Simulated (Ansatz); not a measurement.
**Lattice dynamics of BaLiCl3 (built on the sites of a database entry of BaLiF3)**

Wanted: vibrations and spectra of BaLiCl3 (built on the sites of a database entry of BaLiF3); the cell is already relaxed. After the zone centre comes a 2×2×2 q mesh on a 4×4×4 k mesh.

Calculated with Ansatz 0.2.0; DFT PBEsol, scalar-relativistic, plane waves, PAW.

The structure was built from a prototype and need not be the compound's stable phase.

## Step 1: Set-up

The structure is cubic, space group Pm-3m (No. 221). The conventional cell has a = 4.792 Å, b = 4.792 Å, c = 4.792 Å, α = 90.00°, β = 90.00°, γ = 90.00°. Nearest to Ba lie 12 Cl at 3.39 Å. Nearest to Li lie 6 Cl at 2.40 Å. Cl has 2 Li at 2.40 Å and 4 Ba at 3.39 Å nearest. Farther neighbours and most contacts between anions are not listed.

## Step 2: Modes at Γ

The cell comes from relaxations at this level that are not shown. The zone centre comes first: it holds the modes that light can see, as far as symmetry allows. The response to a homogeneous field gives the Born charges and the dielectric tensor, and its change with displacement the Raman tensors.

Input file input.yaml:

```yaml
crystal:
  lattice:
    - [4.7920317519, 0.0, 0.0]
    - [0.0, 4.7920317519, 0.0]
    - [0.0, 0.0, 4.7920317519]
  atoms:
    - { symbol: Ba, position: [0.0, 0.0, 0.0] }
    - { symbol: Li, position: [0.5, 0.5, 0.5] }
    - { symbol: Cl, position: [0.0, 0.5, 0.5] }
    - { symbol: Cl, position: [0.5, 0.5, 0.0] }
    - { symbol: Cl, position: [0.5, 0.0, 0.5] }
kpoints:
  mp_grid: { grid: [4, 4, 4] }
hamiltonian:
  xc: pbesol
scf:
  occupations: { method: fixed }
output:
  eigenvalues: true
phonons:
  method: dfpt
  dielectric: true
  rigid_motions: translations
  raman: true
```

Run with:

```console
$ ansatz run input.yaml --threads 4 --pin off --max-ram 7168MiB --backend cpu --events-out ev --progress --plain --runs-dir out
```

Numbers of over 12 decimals in the logs are rounded to 6 here.

Log:

```text
Engine: ansatz 0.2.0, aarch64-unknown-linux-gnu
Pseudopotentials: kind: paw
Pseudopotential: Ba, paw, valence charge 10, recommended cutoff 420 eV (normal), Ba.paw.azcp
Pseudopotential: Li, paw, valence charge 3, recommended cutoff 420 eV (normal), Li.paw.azcp
Pseudopotential: Cl, paw, valence charge 7, recommended cutoff 420 eV (normal), Cl.paw.azcp
Functional definition: PBEsol
  exchange = pbesol_x
  correlation = pbesol_c
Crystal: 5 atoms, lattice volume = 110.042 Å³
Basis set: ecut = 420 eV, 2109 PW (Γ), exchange–correlation on 72×72×72 points (8 copies of the dense FFT grid, shifted against one another)
Bands: 22, of which v1, the nominal top of the filled ones, is band 17 counted from 1 (16 counted from 0)
Symmetry: 48 space group operations
k-points: 30 of 64 (irreducible under 2 space group operations, time reversal used)
Non-local potential: Ba, projectors of the file, l = 0: 3, l = 1: 2, l = 2: 2, l = 3: 2
Non-local potential: Li, projectors of the file, l = 0: 3, l = 1: 2, l = 2: 1
Non-local potential: Cl, projectors of the file, l = 0: 2, l = 1: 2, l = 2: 2
PAW form: soft (Blöchl's): semilocal exchange-correlation on the pseudo side does not see the compensation charge
PAW frozen core: Ba, regenerated for the run's functional, and the local potential with it (the file was generated under x = pbe(κ = 0.804, μ = 0.219515), c = pbe(β = 0.066725))
PAW frozen core: Cl, regenerated for the run's functional, and the local potential with it (the file was generated under x = pbe(κ = 0.804, μ = 0.219515), c = pbe(β = 0.066725))
PAW one-centre angular grid: Ba, 194 points (default); XC on 64 Gauss nodes
PAW one-centre angular grid: Li, 110 points (default); XC on 64 Gauss nodes
PAW one-centre angular grid: Cl, 110 points (default); XC on 64 Gauss nodes
Initial density: superposition of atomic densities (neutral atoms: chi_scale 0, normalization atom), corrected by the library's trained network
Initial wavefunctions: pseudopotential atomic-orbital guess
Functional: x = pbesol(κ = 0.804, μ = 0.123457), c = pbesol(β = 0.046)
SCF iter   1: F=—  HF=-9259.192780 eV  |F-HF|=—  |Δ(HF+E_count)|=         —  Δρ=4.03e-3  dr2=2.50e-2  ethr=1.77e-3  ⟨swp⟩=5.3  Hψ=3000  notcnv=0  defer=66
preconditioner: auto → Resta (q_TF=auto, 2.243 Å⁻¹)  ε∞=3.7  [insulator: Δε(μ)=4.037 eV  Ē_g=11.907 eV  n_scr=18 (ndim 8)  ℏωp=19.4 eV  f_vac=0.000  ε∞_Penn≈3.7]
SCF iter   2: F=—  HF=-9259.184804 eV  |F-HF|=—  |Δ(HF+E_count)|=   7.98e-3  Δρ=1.94e-3  dr2=6.06e-3  ethr=7.36e-5  ⟨swp⟩=3.2  Hψ=1412  notcnv=0  defer=90
SCF iter   3: F=—  HF=-9259.183667 eV  |F-HF|=—  |Δ(HF+E_count)|=   1.14e-3  Δρ=5.23e-4  dr2=2.15e-4  ethr=1.78e-5  ⟨swp⟩=3.0  Hψ=1159  notcnv=0  defer=86
SCF iter   4: F=—  HF=-9259.183688 eV  |F-HF|=—  |Δ(HF+E_count)|=   2.16e-5  Δρ=1.86e-4  dr2=7.26e-5  ethr=6.32e-7  ⟨swp⟩=2.0  Hψ=1106  notcnv=0  defer=86
SCF iter   5: F=—  HF=-9259.183679 eV  |F-HF|=—  |Δ(HF+E_count)|=   9.22e-6  Δρ=6.77e-5  dr2=1.07e-5  ethr=2.14e-7  ⟨swp⟩=2.6  Hψ=1024  notcnv=0  defer=41
SCF iter   6: F=—  HF=-9259.183678 eV  |F-HF|=—  |Δ(HF+E_count)|=   1.44e-6  Δρ=1.73e-5  dr2=7.98e-7  ethr=3.16e-8  ⟨swp⟩=2.0  Hψ=897  notcnv=0  defer=34
SCF iter   7: F=—  HF=-9259.183675 eV  |F-HF|=—  |Δ(HF+E_count)|=   2.16e-6  Δρ=3.12e-6  dr2=2.56e-8  ethr=2.35e-9  ⟨swp⟩=2.2  Hψ=998  notcnv=0  defer=33
SCF iter   8: F=—  HF=-9259.183675 eV  |F-HF|=—  |Δ(HF+E_count)|=   8.16e-9  Δρ=2.57e-7  dr2=1.39e-10  ethr=7.52e-11  ⟨swp⟩=2.1  Hψ=1048  notcnv=0  defer=33
SCF iter   9: F=-9259.183675 eV  HF=-9259.183675 eV  |F-HF|=1.09e-11  |Δ(HF+E_count)|=  4.37e-11  Δρ=7.98e-8  dr2=1.46e-11  ethr=1.00e-12  ⟨swp⟩=13.6  Hψ=5310  notcnv=0
SCF 1 converged in 9 iterations: F = -9259.183675 eV  dr2 = 1.46e-11
  greatest PAW one-centre occupation: 1.000 electrons in one spin orbital (limit 2), on the Li atom at site 1 (counted from 0), in its partial waves of l = 0
DFPT response loops at Γ: preconditioner auto → none (the input reference at scf.mixing.eps_inf says where Resta's filter doesn't serve); β = 0.50; Broyden in place of MSR1
── the response to a field inside a basis, on 6×6×6 k-points: an SCF that follows is theirs, and a resumed run solves both again ──
Bands: 18, of which v1, the nominal top of the filled ones, is band 17 counted from 1 (16 counted from 0)
k-points: 10 of 216
Initial density: handed on by an earlier stage of this run
Initial wavefunctions: pseudopotential atomic-orbital guess (no wavefunctions were taken with the density)
Eigensolver: Dense (10 Hₖ)
SCF iter   1: F=—  HF=-9259.177883 eV  |F-HF|=—  |Δ(HF+E_count)|=         —  Δρ=1.01e-4  dr2=1.84e-6  ethr=1.00e-1
preconditioner: auto → Resta (q_TF=auto, 2.243 Å⁻¹)  ε∞=3.9  [insulator: Δε(μ)=4.480 eV  Ē_g=11.314 eV  n_scr=18 (ndim 8)  ℏωp=19.4 eV  f_vac=0.000  ε∞_Penn≈3.9]
SCF iter   2: F=—  HF=-9259.177885 eV  |F-HF|=—  |Δ(HF+E_count)|=   1.34e-6  Δρ=5.35e-5  dr2=5.41e-7  ethr=5.42e-9
SCF iter   3: F=—  HF=-9259.177885 eV  |F-HF|=—  |Δ(HF+E_count)|=   5.96e-7  Δρ=2.07e-6  dr2=3.01e-9  ethr=1.59e-9
SCF iter   4: F=—  HF=-9259.177885 eV  |F-HF|=—  |Δ(HF+E_count)|=   2.10e-9  Δρ=5.33e-7  dr2=2.95e-10  ethr=8.86e-12
SCF iter   5: F=-9259.177885 eV  HF=-9259.177885 eV  |F-HF|=5.46e-12  |Δ(HF+E_count)|=  1.86e-10  Δρ=7.66e-8  dr2=6.49e-12  ethr=1.00e-12
SCF 1 converged in 5 iterations: F = -9259.177885 eV  dr2 = 6.49e-12
DFPT response loops at Γ: mixed as the last ones told, above
DFPT response loops at Γ: mixed as the last ones told, above
SCF converged after 9 iterations
Free energy (F): -9259.183675 eV
Harris-Foulkes:  -9259.183675 eV  (|F-HF|=1.09e-11)
Internal energy: -9259.183675 eV  (E = F + TS)
E sigma→0 (E₀):  -9259.183675 eV
Fermi energy:    4.670163 eV
--- Per-component energies (eV) ---
  E_band       = -147.317189
  E_kinetic    = 675.428100
  E_local      = -936.506945  (includes V_loc(G=0)·N_el)
  E_nonlocal   = 111.699798
  E_hartree    = 279.609421
  E_xc         = -497.732216
  E_vxc        = -516.625947  (∫ρ·V_xc dr)
  E_paw        = -7085.405866  (= ΣΔE_a)
  E_vpaw       = -40.531399  (= ΣTr[D̂ρ^β])
  E_aug_tail   = 0.000285  (compensation charges beyond the density's cutoff)
  E_ewald      = -1806.662983
  E_core_change = 0.386729  (= ΣΔE_core)
  E_smearing   = -0.000000  (= −TS)
  E_closure    = -0.000000  (closes the sum)
  Σ components = -9259.183675   (vs F -9259.183675, Δ=0.00e0)
--- Band table (eV; the first three rows and the last of 30) ---
  k-point 0: bands = [... 13 lower, 3.6953, 4.6161, 4.6161, 4.6161, 8.8193, 8.8193, 9.8180, 10.0820, ... 1 higher]
  k-point 1: bands = [... 13 lower, 3.5174, 4.0134, 4.4006, 4.4006, 9.4799, 9.6583, 10.2668, 10.8277, ... 1 higher]
  k-point 2: bands = [... 13 lower, 3.3970, 3.3970, 4.1657, 4.1657, 10.5022, 10.5043, 10.6459, 11.9833, ... 1 higher]
  k-point 29: bands = [... 13 lower, 4.5570, 4.6702, 4.6702, 4.6702, 10.1520, 10.1520, 10.1520, 11.1508, ... 1 higher]
--- Phonons (Γ-DFPT): 4 representative perturbations + reference, on 30 of 64 k-points (Σ response iterations 13) ---
  k mesh reduced under 2 symmetry operations, with k and −k counted as one. Each operation leaves every solved perturbation unchanged. A smaller set is not considered because the run solves the response to a homogeneous field
  ASR residual: 2.141e-4 → 0.000e0 eV/Å²; symmetrization residual: 1.450e-6 eV/Å²
  ASR residual per site (eV/Å²): 1.24e-5 2.14e-4 8.93e-5 8.93e-5 8.93e-5
  Γ frequencies (cm⁻¹): 0.00 0.00 0.00 38.65 38.65 38.65 91.04 91.04 91.04 183.35 183.35 183.35 339.68 339.68 339.68
  ε∞ (high-frequency dielectric tensor):
        3.553749     0.000000     0.000000
        0.000000     3.553749     0.000000
        0.000000     0.000000     3.553749
  ε⁰ (static dielectric tensor: ions relaxed, cell fixed):
       50.039379     0.000000     0.000000
        0.000000    50.039379     0.000000
        0.000000     0.000000    50.039379
  ε⁰ − ε∞ (ionic part):
       46.485630     0.000000     0.000000
        0.000000    46.485630     0.000000
        0.000000     0.000000    46.485630
  softest optical mode at Γ: 38.65 cm⁻¹; the repairs (sum rule, projections) moved no ω² at Γ by more than (3.04 cm⁻¹)²
  Born effective charges Z* (e; rows j = field, columns β = displacement):
    site 0:
         2.91455    0.00000   -0.00000
        -0.00000    2.91455    0.00000
         0.00000    0.00000    2.91455
    site 1:
         1.11616    0.00000   -0.00000
        -0.00000    1.11616    0.00000
         0.00000    0.00000    1.11616
    site 2:
        -1.22868    0.00000   -0.00000
        -0.00000   -1.40102    0.00000
         0.00000    0.00000   -1.40102
    site 3:
        -1.40102    0.00000    0.00000
         0.00000   -1.40102    0.00000
         0.00000    0.00000   -1.22868
    site 4:
        -1.40102   -0.00000   -0.00000
        -0.00000   -1.22868    0.00000
         0.00000    0.00000   -1.40102
  Z* charge neutrality: 3.585e-4 e pre-enforcement
  solved inside a basis spanned on kpoints, on 6×6×6 k-points: ε∞ is read to err by 8.3e-3, Z* by 1.1e-2 e (field_mesh: kpoints solves on kpoints); Z* is corrected for what the basis lacks
  Raman tensors (in the event stream and the table raman_tensors.tsv): an entry may err by 1.3e-3 Å², one of the second-order susceptibility by 8.5e-20 pm/V (basis, points and sum rule); their sum over the sites missed zero by 1.785e-20 Å² ahead of its enforcement
  optical modes at Γ without the LO–TO term, one row a degenerate level:
      ω (cm⁻¹)  modes    IR ((D/Å)²/amu)  static Raman (Å⁴/amu)  depolarisation
         38.65      3            10.4191                 0.0000               —
         91.04      3             0.0000                 0.0000               —
        183.35      3             3.5006                 0.0000               —
        339.68      3            13.3979                 0.0000               —
  optical modes at Γ + LO–TO along q̂ = [1.0000, 0.0000, 0.0000]:
      ω (cm⁻¹)  modes    IR ((D/Å)²/amu)  static Raman (Å⁴/amu)  depolarisation
         38.65      2             6.9461                 0.0000               —
         91.04      3             0.0000                 0.0000               —
        116.84      1             1.2517                 0.0000               —
        183.35      2             2.3337                 0.0000               —
        202.75      1             1.4109                 0.0000               —
        339.68      2             8.9320                 0.0000               —
        381.31      1             6.4433                 0.0000               —
  optical modes at Γ + LO–TO along q̂ = [0.0000, 1.0000, 0.0000]:
      ω (cm⁻¹)  modes    IR ((D/Å)²/amu)  static Raman (Å⁴/amu)  depolarisation
         38.65      2             6.9461                 0.0000               —
         91.04      3             0.0000                 0.0000               —
        116.84      1             1.2517                 0.0000               —
        183.35      2             2.3337                 0.0000               —
        202.75      1             1.4109                 0.0000               —
        339.68      2             8.9320                 0.0000               —
        381.31      1             6.4433                 0.0000               —
  optical modes at Γ + LO–TO along q̂ = [0.0000, 0.0000, 1.0000]:
      ω (cm⁻¹)  modes    IR ((D/Å)²/amu)  static Raman (Å⁴/amu)  depolarisation
         38.65      2             6.9461                 0.0000               —
         91.04      3             0.0000                 0.0000               —
        116.84      1             1.2517                 0.0000               —
        183.35      2             2.3337                 0.0000               —
        202.75      1             1.4109                 0.0000               —
        339.68      2             8.9320                 0.0000               —
        381.31      1             6.4433                 0.0000               —
```

Elapsed: 71 s, on 4 threads of Arm Neoverse V2, shared host; peak memory 1.2 GiB; 4 min of CPU time.

A gap read on the k-mesh alone can miss the band edges.

This step gave:

```
gap on the k-mesh                                       : 4.149 eV
volume per atom                                         : 22.01 Å³
sum-rule residual before enforcement                    : 2.14e-4 eV/Å²
miss of the charge sum rule                             : 3.58e-4 e
estimated error of the dielectric tensor                : 0.008341
estimated error of the Born charges                     : 0.01065 e
point group                                             : m-3m
highest optical mode at the zone centre (no LO-TO term) : 339.7 cm⁻¹
lowest optical zone-centre mode                         : 38.65 cm⁻¹
mean high-frequency dielectric constant                 : 3.554
largest Born charge (third of the trace)                : 2.915 e
mean static dielectric constant                         : 50.04
top of the zone-centre spectrum with the field          : 381.3 cm⁻¹
```

Without the LO-TO term. Patterns of degenerate modes are one choice out of their space. The modes at Γ (shares of kinetic energy by element, %):

| mode | frequency (cm⁻¹) | symmetry | Ba % | Li % | Cl % |
| --- | --- | --- | --- | --- | --- |
| 1 | 0.0 | acoustic | 55 | 3 | 42 |
| 2 | 0.0 | acoustic | 55 | 3 | 42 |
| 3 | 0.0 | acoustic | 55 | 3 | 42 |
| 4 | 38.6 | T1u | 45 | 2 | 53 |
| 5 | 38.6 | T1u | 45 | 2 | 53 |
| 6 | 38.6 | T1u | 45 | 2 | 53 |
| 7 | 91.0 | T2u | 0 | 0 | 100 |
| 8 | 91.0 | T2u | 0 | 0 | 100 |
| 9 | 91.0 | T2u | 0 | 0 | 100 |
| 10 | 183.3 | T1u | 0 | 18 | 81 |
| 11 | 183.3 | T1u | 0 | 18 | 81 |
| 12 | 183.3 | T1u | 0 | 18 | 81 |
| 13 | 339.7 | T1u | 0 | 77 | 23 |
| 14 | 339.7 | T1u | 0 | 77 | 23 |
| 15 | 339.7 | T1u | 0 | 77 | 23 |

Displacements in mode 5 (38.6 cm⁻¹), the largest set to 1:
```
Ba1 -0.44  0.05  0.79
Li2  0.43 -0.05 -0.78
Cl3  0.50 -0.06 -1.00
Cl4  0.55 -0.06 -0.91
Cl5  0.55 -0.05 -1.00
```

Displacements in mode 8 (91.0 cm⁻¹), the largest set to 1:
```
Ba1  0.00  0.00  0.00
Li2  0.00  0.00  0.00
Cl3  0.00  0.38  1.00
Cl4 -0.32 -0.38  0.00
Cl5  0.32  0.00 -1.00
```

Optical modes at the zone centre, without and with the macroscopic field of the longitudinal modes; each column is sorted by frequency, so a row need not hold one and the same mode. Modes with and without the field, by row:

| rank among optical modes | no field (cm⁻¹) | q along (1, 0, 0) (cm⁻¹) |
| --- | --- | --- |
| 1 | 38.6 | 38.6 |
| 2 | 38.6 | 38.6 |
| 3 | 38.6 | 91 |
| 4 | 91 | 91 |
| 5 | 91 | 91 |
| 6 | 91 | 116.8 |
| 7 | 183.3 | 183.3 |
| 8 | 183.3 | 183.3 |
| 9 | 183.3 | 202.8 |
| 10 | 339.7 | 339.7 |
| 11 | 339.7 | 339.7 |
| 12 | 339.7 | 381.3 |

Born charge (rows field, columns displacement) (e), principal values of the symmetric part by kind of site:

| atom | atoms with these values | low | middle | high | mean |
| --- | --- | --- | --- | --- | --- |
| Ba1 | 1 | 2.91 | 2.91 | 2.91 | 2.91 |
| Li2 | 1 | 1.12 | 1.12 | 1.12 | 1.12 |
| Cl3 | 3 | -1.40 | -1.40 | -1.23 | -1.34 |

In full for Ba1:

```
2.91 0.00 0.00
0.00 2.91 0.00
0.00 0.00 2.91
```

High-frequency dielectric tensor:

```
3.55 0.00 0.00
0.00 3.55 0.00
0.00 0.00 3.55
```

Static dielectric tensor (ions relaxed, fixed cell):

```
50.04  0.00  0.00
 0.00 50.04  0.00
 0.00  0.00 50.04
```

Transverse modes. Lines of the infrared spectrum (strongest = 100):

| position (cm⁻¹) | label | relative intensity |
| --- | --- | --- |
| 39 | T1u | 78 |
| 91 | T2u | 0.0 |
| 183 | T1u | 26 |
| 340 | T1u | 100 |

Before it was imposed, the acoustic sum rule was missed by 2.1e-4 eV/Å² and the charge sum rule by 3.6e-4 e. Small misses are needed for a sound result but don't prove that mesh and cutoff are converged. The lowest optical mode is real, 38.6 cm⁻¹.

(Part 1 of 2 ends here.)

[Logs are printed without paths, hosts, clocks, repeated set-up lines and the standing remarks that a program may print on its own settings, such as how far it seeks lower states.]

[Hosts, paths, dates, database ids (printed as entryN), source tags and the programs' standing remarks are cut or masked in the printed files.]
